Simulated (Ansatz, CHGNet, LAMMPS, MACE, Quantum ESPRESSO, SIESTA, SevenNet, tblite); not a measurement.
# SIESTA runs on Li+ BF4- in dimethyl sulfoxide at 330 K (96 atoms), part 2 of 2

Wanted: SIESTA inputs and outputs for Li+ BF4- in dimethyl sulfoxide at 330 K (96 atoms), checked against a plane-wave reference.

Program: SIESTA 5.4.2; the method stands at each step. Banners, paths, timers and routine set-up lines are dropped from the logs unmarked, and long logs keep their key lines alone; longer cuts are marked. The potentials were converted by us to PSML.

So far. Step 3 (PBE, TZP, shift 0.01 Ry, mesh 500 Ry): Against the first run (89 %), the force difference from the reference is 77 %, at 1.3 times the CPU time, with 1028 basis functions against 809: the larger basis brings the forces nearer. Step 4 (PBE, SZ, shift 0.01 Ry, mesh 500 Ry): Against the first run (89 %), the force difference from the reference is 390 %, at 0.39 times the CPU time (on 1 against 2 cores), with 220 basis functions against 809: the smaller basis costs accuracy.

### Step 5. PBE, DZ, shift 0.01 Ry, mesh 500 Ry

Method: Kohn-Sham DFT, PBE, PseudoDojo 0.4.1 norm-conserving pseudopotentials (converted to PSML), numerical atomic orbitals (DZ), diagonalisation.

File input.fdf:

```
SystemLabel cell
NumberOfAtoms 96
NumberOfSpecies 7
%block ChemicalSpeciesLabel
  1 6 C
  2 16 S
  3 8 O
  4 1 H
  5 5 B
  6 9 F
  7 3 Li
%endblock ChemicalSpeciesLabel
LatticeConstant 1.0 Ang
%block LatticeVectors
  10.46989 0.00000 0.00000
  0.00000 10.46989 0.00000
  0.00000 0.00000 10.46989
%endblock LatticeVectors
PAO.BasisSize DZ
PAO.EnergyShift 0.01 Ry
PAO.Polarization.NonPerturbative T
XC.Functional GGA
XC.Authors PBE
MeshCutoff 500 Ry
%block kgrid_Monkhorst_Pack
  1 0 0 0.0
  0 1 0 0.0
  0 0 1 0.0
%endblock kgrid_Monkhorst_Pack
SolutionMethod diagon
OccupationFunction FD
ElectronicTemperature 580 K
SCF.Mixer.Method Pulay
SCF.Mixer.Weight 0.15
SCF.Mixer.History 8
SCF.Mix Hamiltonian
MaxSCFIterations 300
SCF.DM.Tolerance 1e-04
SCF.H.Tolerance 1.0e-3 eV
WriteForces T
Write.HirshfeldPop T
Write.VoronoiPop T
Write.DM F
Write.H F
XML.Write F
AtomicCoordinatesFormat Fractional
%block AtomicCoordinatesAndAtomicSpecies
[... 96 atom lines left out: the same atoms as in the first run ...]
%endblock AtomicCoordinatesAndAtomicSpecies
```

Started as:

```sh
$ OMP_NUM_THREADS=1 siesta < input.fdf > output.txt
```

What it wrote:

```text
Version         : 5.4.2
reinit: System Name:
reinit: System Label: cell
initatom: Reading input for the pseudopotentials and atomic orbitals ----------
Species number:   1 Atomic number:    6 Label: C
Species number:   2 Atomic number:   16 Label: S
Species number:   3 Atomic number:    8 Label: O
Species number:   4 Atomic number:    1 Label: H
Species number:   5 Atomic number:    5 Label: B
Species number:   6 Atomic number:    9 Label: F
Species number:   7 Atomic number:    3 Label: Li
Ground state valence configuration (from tables):   2s02  2p02  3d00  4f00
[... lines left out ...]
SCF Convergence by DM+H criterion
[... lines left out ...]
SCF cycle converged after 13 iterations
[... lines left out ...]
   Max   10.475062
[... lines left out ...]
   Max   10.475062    constrained
Stress tensor Voigt[x,y,z,yz,xz,xy] (kbar):     -105.51     -120.09     -113.58       -7.48       -9.15        5.19
[... lines left out ...]
siesta: FreeEng =    -13461.684737
[... lines left out ...]
siesta:         Fermi =      -2.606912
[... lines left out ...]
siesta:         113.06015524        147.74846676  kBar
[... lines left out ...]
Atom #   charge [q] valence [e]  Species
     1    -0.078319    4.078319  C
     2     0.440841    5.559159  S
     3    -0.068147    4.068147  C
     4    -0.303066    6.303066  O
     5     0.022471    0.977529  H
     6     0.031600    0.968400  H
     7     0.028842    0.971158  H
[...]
11    -0.071906    4.071906  C
    12     0.370897    5.629103  S
[...]
14    -0.423577    6.423577  O
[...]
22     0.404761    5.595239  S
[...]
24    -0.333993    6.333993  O
[...]
91     0.132150    2.867850  B
    92    -0.239960    7.239960  F
    93    -0.225657    7.225657  F
    94    -0.223081    7.223081  F
[...]
96     0.076507    2.923493  Li
--------------------
 Total    -0.000004
Voronoi Atomic Populations:
Atom #   charge [q] valence [e]  Species
[...]
72     0.356704    5.643296  S
[...]
74    -0.426072    6.426072  O
[...]
81    -0.037160    4.037160  C
    82     0.374611    5.625389  S
    83    -0.044261    4.044261  C
    84    -0.329390    6.329390  O
[...]
89     0.017900    0.982100  H
    90     0.017226    0.982774  H
    91     0.179272    2.820728  B
[...]
94    -0.246547    7.246547  F
    95    -0.220413    7.220413  F
    96    -0.006533    3.006533  Li
--------------------
 Total    -0.000004
```

Wall time 2.6 min (1 thread of Arm Neoverse N1, shared host); peak memory 0.82 GiB.

Numbers from this run, and their distance from the reference:

* r.m.s. force component: 2.313 eV/Å
* r.m.s. difference of force components: 1982 meV/Å
* longest difference of force vectors: 9258 meV/Å
* force difference over r.m.s. force: 253 %
* slope of forces against the reference's: 1.657
* correlation of force components: 0.5612
* gap (highest filled to lowest empty level): 3.978 eV
* gap difference: 0.2065 eV
* pressure: 11.31 GPa
* pressure difference: 8.764 GPa

This is a coarse setting, run to see what it loses.

Against the first run (89 %), the force difference from the reference is 253 %, at 0.44 times the CPU time (on 1 against 2 cores), with 439 basis functions against 809: the smaller basis costs accuracy.

### Step 6. PBE, DZP, shift 0.02 Ry, mesh 500 Ry

Method: Kohn-Sham DFT, PBE, PseudoDojo 0.4.1 norm-conserving pseudopotentials (converted to PSML), numerical atomic orbitals (DZP), diagonalisation.

Edit input.fdf of step 5 so:

```diff
@@ -18,4 +18,4 @@
 %endblock LatticeVectors
-PAO.BasisSize DZ
-PAO.EnergyShift 0.01 Ry
+PAO.BasisSize DZP
+PAO.EnergyShift 0.02 Ry
 PAO.Polarization.NonPerturbative T
```

Started as:

```sh
$ OMP_NUM_THREADS=1 mpirun -np 2 siesta < input.fdf > output.txt
```

What it wrote:

```text
Version         : 5.4.2
reinit: System Name:
reinit: System Label: cell
initatom: Reading input for the pseudopotentials and atomic orbitals ----------
Species number:   1 Atomic number:    6 Label: C
Species number:   2 Atomic number:   16 Label: S
Species number:   3 Atomic number:    8 Label: O
Species number:   4 Atomic number:    1 Label: H
Species number:   5 Atomic number:    5 Label: B
Species number:   6 Atomic number:    9 Label: F
Species number:   7 Atomic number:    3 Label: Li
Ground state valence configuration (from tables):   2s02  2p02  3d00  4f00
[... lines left out ...]
SCF Convergence by DM+H criterion
[... lines left out ...]
SCF cycle converged after 12 iterations
[... lines left out ...]
   Max    4.439331
[... lines left out ...]
   Max    4.439331    constrained
Stress tensor Voigt[x,y,z,yz,xz,xy] (kbar):      -31.68      -41.82      -30.31       -3.59       -0.11       -0.76
[... lines left out ...]
siesta: FreeEng =    -13492.994427
[... lines left out ...]
siesta:         Fermi =      -2.832987
[... lines left out ...]
siesta:          34.60170630         50.62187368  kBar
[... lines left out ...]
Atom #   charge [q] valence [e]  Species
     1    -0.066783    4.066783  C
     2     0.376802    5.623198  S
     3    -0.053011    4.053011  C
     4    -0.211817    6.211817  O
     5     0.012979    0.987021  H
     6     0.024993    0.975007  H
     7     0.020531    0.979469  H
[...]
11    -0.058743    4.058743  C
    12     0.267297    5.732703  S
[...]
14    -0.313191    6.313191  O
[...]
22     0.334679    5.665321  S
[...]
24    -0.232024    6.232024  O
[...]
91     0.016885    2.983115  B
    92    -0.204248    7.204248  F
    93    -0.185618    7.185618  F
    94    -0.185121    7.185121  F
[...]
96    -0.024301    3.024301  Li
--------------------
 Total    -0.000009
Voronoi Atomic Populations:
Atom #   charge [q] valence [e]  Species
[...]
72     0.356647    5.643353  S
[...]
74    -0.345509    6.345509  O
[...]
81     0.003959    3.996041  C
    82     0.387586    5.612414  S
    83    -0.003549    4.003549  C
    84    -0.254562    6.254562  O
[...]
89    -0.017778    1.017778  H
    90    -0.001840    1.001840  H
    91     0.160051    2.839949  B
[...]
94    -0.231972    7.231972  F
    95    -0.208500    7.208500  F
    96    -0.085126    3.085126  Li
--------------------
 Total    -0.000009
```

Wall time 2.3 min (2 MPI ranks); peak memory 1.4 GiB.

Compared with the plane-wave run:

```yaml
r_m_s_force_component: 1.14 eV/Å
r_m_s_difference_of_force_components: 580.5 meV/Å
longest_difference_of_force_vectors: 2690 meV/Å
force_difference_over_r_m_s_force: 74.1 %
slope_of_forces_against_the_reference_s: 1.284
correlation_of_force_components: 0.8824
spacing_of_highest_filled_and_lowest_empty_level: 3.861 eV
gap_difference: 0.0895 eV
pressure: 3.46 GPa
pressure_difference: 0.9181 GPa
```

This run lies far from the reference in forces at the same functional.

Against the first run (89 %), the force difference from the reference is 74 %, at 0.77 times the CPU time: tighter orbitals come nearer here, likely by a cancellation of errors.

### Step 7. The ladder

Differences are against the plane-wave reference, forces as r.m.s. over components; share is that over the reference's r.m.s. force, slope the least-squares factor from reference forces to these. Total energies of different programs have different zeros and aren't compared.

| run | Δ force, r.m.s. (meV/Å) | share (%) | slope | Δ pressure (GPa) | Δ gap (eV) | cores | CPU time | memory (GiB) |
| --- | --- | --- | --- | --- | --- | --- | --- | --- |
| reference | - | - | - | - | - | 2 | 9.4 min | 2.9 |
| SIESTA PBE, DZP, shift 0.01 Ry, mesh 500 Ry | 699 | 89.2 | 1.340 | 2.99 | 0.0949 | 2 | 5.9 min | 1.7 |
| SIESTA PBE, TZP, shift 0.01 Ry, mesh 500 Ry | 605 | 77.2 | 1.307 | 2.52 | 0.0791 | 2 | 7.9 min | 1.9 |
| SIESTA PBE, SZ, shift 0.01 Ry, mesh 500 Ry (coarse) | 3059 | 390 | 2.436 | 23.7 | -1.25 | 1 | 2.3 min | 0.72 |
| SIESTA PBE, DZ, shift 0.01 Ry, mesh 500 Ry (coarse) | 1982 | 253 | 1.657 | 8.76 | 0.206 | 1 | 2.6 min | 0.82 |
| SIESTA PBE, DZP, shift 0.02 Ry, mesh 500 Ry | 580 | 74.1 | 1.284 | 0.918 | 0.0895 | 2 | 4.6 min | 1.4 |

Rows marked coarse were listed beforehand as settings not expected to be converged; some can still land near the reference.

CPU time is summed over cores on a shared host, where runs went side by side, so it is rough. Symmetry, cutoffs, thresholds, outputs and thread counts weren't matched or tuned between programs; memory under MPI is the largest rank's times the ranks.

Mean charges by element (e), by run and scheme:

| run | scheme | C | S | O | H | B | F |
| --- | --- | --- | --- | --- | --- | --- | --- |
| SIESTA PBE, DZP, shift 0.01 Ry, mesh 500 Ry | Hirshfeld | -0.09 | +0.33 | -0.27 | +0.03 | +0.09 | -0.20 |
| SIESTA PBE, TZP, shift 0.01 Ry, mesh 500 Ry | Hirshfeld | -0.09 | +0.33 | -0.28 | +0.03 | +0.11 | -0.20 |
| SIESTA PBE, DZP, shift 0.02 Ry, mesh 500 Ry | Hirshfeld | -0.06 | +0.32 | -0.25 | +0.02 | +0.02 | -0.18 |

### Step 8. Outcome

```
nearest in forces : SIESTA PBE, DZP, shift 0.02 Ry, mesh 500 Ry, 74 %
its CPU time      : 4.6 min
```

In words: The PBE runs in local orbitals, coarse settings apart, differ by 74 % (SIESTA PBE, DZP, shift 0.02 Ry, mesh 500 Ry) to 89 % (SIESTA PBE, DZP, shift 0.01 Ry, mesh 500 Ry); basis, grid and potentials can all enter, and differences of this size make the forces unusable. Runs with settings chosen to be coarse differ by 253 % (SIESTA PBE, DZ, shift 0.01 Ry, mesh 500 Ry) to 390 % (SIESTA PBE, SZ, shift 0.01 Ry, mesh 500 Ry), their programs' other errors included. Of the electronic-structure runs that take under half the reference's CPU time, SIESTA PBE, DZP, shift 0.02 Ry, mesh 500 Ry comes nearest, at 74 % in 4.6 min against 9.4 min, too far off to be of use. At the same functional, gaps differ from the reference's 3.77 eV by between -1.25 and +0.21 eV. In pressure, SIESTA PBE, SZ, shift 0.01 Ry, mesh 500 Ry misses by +23.7 GPa, at the same functional. Charges hang on program or settings: among these rows the mean for B runs from +0.02 to +0.11 e. The reference's pressure holds the uncorrected Pulay stress of its 60 Ry basis, so small pressure differences, and their order, may be the reference's own error. The network of contacts between molecules at the start is that of the classical potential that made the cell, and needn't be the one that DFT or experiment would give. The reference's PBE has no dispersion term, which matters for the binding between molecules or layers. The density was typed from a rule of thumb and may lie off the real one at this temperature. The electronic-structure runs sample only Γ, in a cell whose shortest periodic width is 10 Å.

[Also dropped from logs without a mark: logging warnings of Python, and SIESTA's first energy breakdown and zero terms.]

[Logs are printed without paths, hosts, clocks, repeated set-up lines and the standing remarks that a program may print on its own settings, such as how far it seeks lower states.]

[Hosts, paths, dates, database ids (printed as entryN), source tags and the programs' standing remarks are cut or masked in the printed files.]
